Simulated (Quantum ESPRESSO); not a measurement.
# Magnetic state of MnGa4 from several starts, part 3 of 3

Wanted: the moments of MnGa4 and the energy of each order that was tried.

Quantum ESPRESSO 7.5; PBEsol; plane waves with GBRV 1.5 PBEsol potentials, no spin-orbit coupling.

So far. Step 6 (The states side by side): An order is kept where moments of 0.15 μB or more survive with the typed signs; meshes match where a doubled cell samples the same k points as the first cell.

## 8. Projections on atomic orbitals

Level of this step: PBEsol; plane waves with GBRV 1.5 PBEsol potentials, no spin-orbit coupling, projections on orthogonalised atomic orbitals (Quantum ESPRESSO).

projwfc.x projects the saved states on orthogonalised atomic orbitals of the pseudopotential files.

The program printed:

```text
[banner, memory and clock lines left out]
Program PROJWFC v.7.5 starts

     [... lines left out ...]
     IMPORTANT: XC functional enforced from input :
     Exchange-correlation= PBESOL
                           (   1   4  10   8   0   0   0)
     Any further DFT definition will be discarded
     Please, verify this is what you really want

     G-vector sticks info

     Check: negative core charge=   -0.000018

     Gaussian broadening (read from input): ngauss,degauss=   0    0.010000

     Calling projwave ....

  Problem Sizes
  natomwfc =          122
  nbnd     =          114
  nkstot   =           20
  npwx     =         4945
  nkb      =          180

     Atomic states used for projection
     (read from pseudopotential files):

     state #   1: atom   1 (Mn1), wfc  1 (l=0 m= 1)
     state #   2: atom   1 (Mn1), wfc  2 (l=1 m= 1)
     state #   3: atom   1 (Mn1), wfc  2 (l=1 m= 2)
     state #   4: atom   1 (Mn1), wfc  2 (l=1 m= 3)
     state #   5: atom   1 (Mn1), wfc  3 (l=0 m= 1)
     state #   6: atom   1 (Mn1), wfc  4 (l=2 m= 1)
     state #   7: atom   1 (Mn1), wfc  4 (l=2 m= 2)
     state #   8: atom   1 (Mn1), wfc  4 (l=2 m= 3)
     state #   9: atom   1 (Mn1), wfc  4 (l=2 m= 4)
     state #  10: atom   1 (Mn1), wfc  4 (l=2 m= 5)
     state #  11: atom   1 (Mn1), wfc  5 (l=1 m= 1)
     state #  12: atom   1 (Mn1), wfc  5 (l=1 m= 2)
     state #  13: atom   1 (Mn1), wfc  5 (l=1 m= 3)
     state #  14: atom   2 (Mn2), wfc  1 (l=0 m= 1)
     state #  15: atom   2 (Mn2), wfc  2 (l=1 m= 1)
     state #  16: atom   2 (Mn2), wfc  2 (l=1 m= 2)
     state #  17: atom   2 (Mn2), wfc  2 (l=1 m= 3)
     state #  18: atom   2 (Mn2), wfc  3 (l=0 m= 1)
     state #  19: atom   2 (Mn2), wfc  4 (l=2 m= 1)
     state #  20: atom   2 (Mn2), wfc  4 (l=2 m= 2)
     state #  21: atom   2 (Mn2), wfc  4 (l=2 m= 3)
     state #  22: atom   2 (Mn2), wfc  4 (l=2 m= 4)
     state #  23: atom   2 (Mn2), wfc  4 (l=2 m= 5)
     state #  24: atom   2 (Mn2), wfc  5 (l=1 m= 1)
     state #  25: atom   2 (Mn2), wfc  5 (l=1 m= 2)
     state #  26: atom   2 (Mn2), wfc  5 (l=1 m= 3)
     state #  27: atom   3 (Ga ), wfc  1 (l=1 m= 1)
     state #  28: atom   3 (Ga ), wfc  1 (l=1 m= 2)
     state #  29: atom   3 (Ga ), wfc  1 (l=1 m= 3)
     state #  30: atom   3 (Ga ), wfc  2 (l=2 m= 1)
     state #  31: atom   3 (Ga ), wfc  2 (l=2 m= 2)
     state #  32: atom   3 (Ga ), wfc  2 (l=2 m= 3)
     state #  33: atom   3 (Ga ), wfc  2 (l=2 m= 4)
     state #  34: atom   3 (Ga ), wfc  2 (l=2 m= 5)
     state #  35: atom   3 (Ga ), wfc  3 (l=0 m= 1)
     state #  36: atom   3 (Ga ), wfc  4 (l=1 m= 1)
     state #  37: atom   3 (Ga ), wfc  4 (l=1 m= 2)
     state #  38: atom   3 (Ga ), wfc  4 (l=1 m= 3)
     state #  39: atom   4 (Ga ), wfc  1 (l=1 m= 1)
     state #  40: atom   4 (Ga ), wfc  1 (l=1 m= 2)
[...]
state # 111: atom  10 (Ga ), wfc  1 (l=1 m= 1)
     state # 112: atom  10 (Ga ), wfc  1 (l=1 m= 2)
     state # 113: atom  10 (Ga ), wfc  1 (l=1 m= 3)
     state # 114: atom  10 (Ga ), wfc  2 (l=2 m= 1)
     state # 115: atom  10 (Ga ), wfc  2 (l=2 m= 2)
     state # 116: atom  10 (Ga ), wfc  2 (l=2 m= 3)
     state # 117: atom  10 (Ga ), wfc  2 (l=2 m= 4)
     state # 118: atom  10 (Ga ), wfc  2 (l=2 m= 5)
     state # 119: atom  10 (Ga ), wfc  3 (l=0 m= 1)
     state # 120: atom  10 (Ga ), wfc  4 (l=1 m= 1)
     state # 121: atom  10 (Ga ), wfc  4 (l=1 m= 2)
     state # 122: atom  10 (Ga ), wfc  4 (l=1 m= 3)

 [... projections of the bands left out ...]

Lowdin Charges:

     Atom #   1: total charge =  16.2073, s =  2.4391, p =  7.7081, d =  6.0600,
                 spin up      =   8.6689, s =  1.2255,
                 spin up      =   8.6689, p =  3.8661, pz=  1.2887, px=  1.2887, py=  1.2887,
                 spin up      =   8.6689, d =  3.5774, dz2=  0.8061, dxz=  0.6551, dyz=  0.6551, dx2-y2=  0.8061, dxy=  0.6551,
                 spin down    =   7.5384, s =  1.2137,
                 spin down    =   7.5384, p =  3.8420, pz=  1.2807, px=  1.2807, py=  1.2807,
                 spin down    =   7.5384, d =  2.4827, dz2=  0.4470, dxz=  0.5295, dyz=  0.5295, dx2-y2=  0.4470, dxy=  0.5295,
                 polarization =   1.1305, s =  0.0118, p =  0.0241, d =  1.0947,
     Atom #   2: total charge =  16.2073, s =  2.4391, p =  7.7081, d =  6.0600,
                 spin up      =   7.5384, s =  1.2137,
                 spin up      =   7.5384, p =  3.8420, pz=  1.2807, px=  1.2807, py=  1.2807,
                 spin up      =   7.5384, d =  2.4827, dz2=  0.4470, dxz=  0.5295, dyz=  0.5295, dx2-y2=  0.4470, dxy=  0.5295,
                 spin down    =   8.6689, s =  1.2255,
                 spin down    =   8.6689, p =  3.8661, pz=  1.2887, px=  1.2887, py=  1.2887,
                 spin down    =   8.6689, d =  3.5774, dz2=  0.8061, dxz=  0.6551, dyz=  0.6551, dx2-y2=  0.8061, dxy=  0.6551,
                 polarization =  -1.1305, s = -0.0118, p = -0.0241, d = -1.0947,
     Atom #   3: total charge =  18.6759, s =  0.9736, p =  7.7177, d =  9.9845,
                 spin up      =   9.3379, s =  0.4868,
                 spin up      =   9.3379, p =  3.8589, pz=  1.2863, px=  1.2863, py=  1.2863,
                 spin up      =   9.3379, d =  4.9923, dz2=  0.9983, dxz=  0.9985, dyz=  0.9985, dx2-y2=  0.9983, dxy=  0.9985,
                 spin down    =   9.3379, s =  0.4868,
                 spin down    =   9.3379, p =  3.8589, pz=  1.2863, px=  1.2863, py=  1.2863,
                 spin down    =   9.3379, d =  4.9923, dz2=  0.9983, dxz=  0.9985, dyz=  0.9985, dx2-y2=  0.9983, dxy=  0.9985,
                 polarization =  -0.0000, s = -0.0000, p = -0.0000, d =  0.0000,
     Atom #   4: total charge =  18.6759, s =  0.9736, p =  7.7177, d =  9.9845,
                 spin up      =   9.3379, s =  0.4868,
                 spin up      =   9.3379, p =  3.8589, pz=  1.2863, px=  1.2863, py=  1.2863,
                 spin up      =   9.3379, d =  4.9923, dz2=  0.9983, dxz=  0.9985, dyz=  0.9985, dx2-y2=  0.9983, dxy=  0.9985,
                 spin down    =   9.3379, s =  0.4868,
                 spin down    =   9.3379, p =  3.8589, pz=  1.2863, px=  1.2863, py=  1.2863,
                 spin down    =   9.3379, d =  4.9923, dz2=  0.9983, dxz=  0.9985, dyz=  0.9985, dx2-y2=  0.9983, dxy=  0.9985,
                 polarization =  -0.0000, s = -0.0000, p = -0.0000, d =  0.0000,
     Atom #   5: total charge =  18.6759, s =  0.9736, p =  7.7177, d =  9.9845,
                 spin up      =   9.3379, s =  0.4868,
                 spin up      =   9.3379, p =  3.8589, pz=  1.2863, px=  1.2863, py=  1.2863,
                 spin up      =   9.3379, d =  4.9923, dz2=  0.9983, dxz=  0.9985, dyz=  0.9985, dx2-y2=  0.9983, dxy=  0.9985,
                 spin down    =   9.3379, s =  0.4868,
                 spin down    =   9.3379, p =  3.8589, pz=  1.2863, px=  1.2863, py=  1.2863,
                 spin down    =   9.3379, d =  4.9923, dz2=  0.9983, dxz=  0.9985, dyz=  0.9985, dx2-y2=  0.9983, dxy=  0.9985,
                 polarization =  -0.0000, s = -0.0000, p = -0.0000, d =  0.0000,
     Atom #   6: total charge =  18.6759, s =  0.9736, p =  7.7177, d =  9.9845,
                 spin up      =   9.3379, s =  0.4868,
                 spin up      =   9.3379, p =  3.8589, pz=  1.2863, px=  1.2863, py=  1.2863,
                 spin up      =   9.3379, d =  4.9923, dz2=  0.9983, dxz=  0.9985, dyz=  0.9985, dx2-y2=  0.9983, dxy=  0.9985,
                 spin down    =   9.3379, s =  0.4868,
                 spin down    =   9.3379, p =  3.8589, pz=  1.2863, px=  1.2863, py=  1.2863,
```

Wall time 3.1 s (4 MPI ranks of Arm Neoverse V2, shared host); peak memory 0.46 GiB; 12 s of CPU time.

| atom | moment in the sphere (μB) | Löwdin moment (μB) | Löwdin charge (e) |
| --- | --- | --- | --- |
| Mn1 | 1.017 | 1.131 | 16.207 |
| Mn2 | -1.017 | -1.131 | 16.207 |
| Ga3 | 0.000 | 0.000 | 18.676 |
| Ga4 | 0.000 | 0.000 | 18.676 |
| Ga5 | 0.000 | 0.000 | 18.676 |
| Ga6 | 0.000 | 0.000 | 18.676 |
| Ga7 | 0.000 | 0.000 | 18.676 |
| Ga8 | 0.000 | 0.000 | 18.676 |
| Ga9 | 0.000 | 0.000 | 18.676 |
| Ga10 | 0.000 | 0.000 | 18.676 |

## 9. What came out

* lowest state found: antiferromagnetic (from antiferro q=(1/2,1/2,1/2) +-)
* largest site moment: 1.02 μB
* next state with moments: ferromagnetic, 23.0 meV a seeded atom higher
* state without moments: 26.8 meV a seeded atom higher

At this level spin polarisation gains little. The smearing terms TS of the orders run from 63 to 76 meV a seeded atom, so the differences would change at a smaller width: an order with a larger TS is lowered more by the smearing. 1 start lost its moments. The largest moment reads 1.02 μB in the sphere and 1.13 μB by Löwdin projection; a site moment hangs on how space is shared out. Only these 4 starts were compared; other wavevectors, canted and longer-period orders were not. A computed site moment is spin alone and hangs on the region that is counted: the program's spheres do not touch and miss the tail of the moment. Measured moments hold any orbital part as well, and belong to the order of the sample, which need not be the order of this run. Energies are free energies at an electronic temperature of 1160 K, which lowers moments and differences where the moments are itinerant.

Comparison with the measured values:

| quantity | measured | in the sphere | Löwdin |
| --- | --- | --- | --- |
| moment (Mn) (μB) | 0.8 | 1.02 (+27.1 %) | 1.13 (+41.3 %) |

Measured values from arxiv:1802.03256 (2018).

How well it matches: For the moment, of the levels listed nearest comes in the sphere (+27.1 %) and farthest Löwdin (+41.3 %). No cell relaxation is part of this session.

[Logs and program files are shortened in this print: banners, set-up blocks, solver, clock and traceback lines can be left out without a mark of their own.]

[Logs are printed without paths, hosts, clocks, repeated set-up lines and the standing remarks that a program may print on its own settings, such as how far it seeks lower states.]

[Hosts, paths, dates, database ids (printed as entryN), source tags and the programs' standing remarks are cut or masked in the printed files.]

[Where a cell is said to come from a database of computed structures, the database is the Materials Project.]
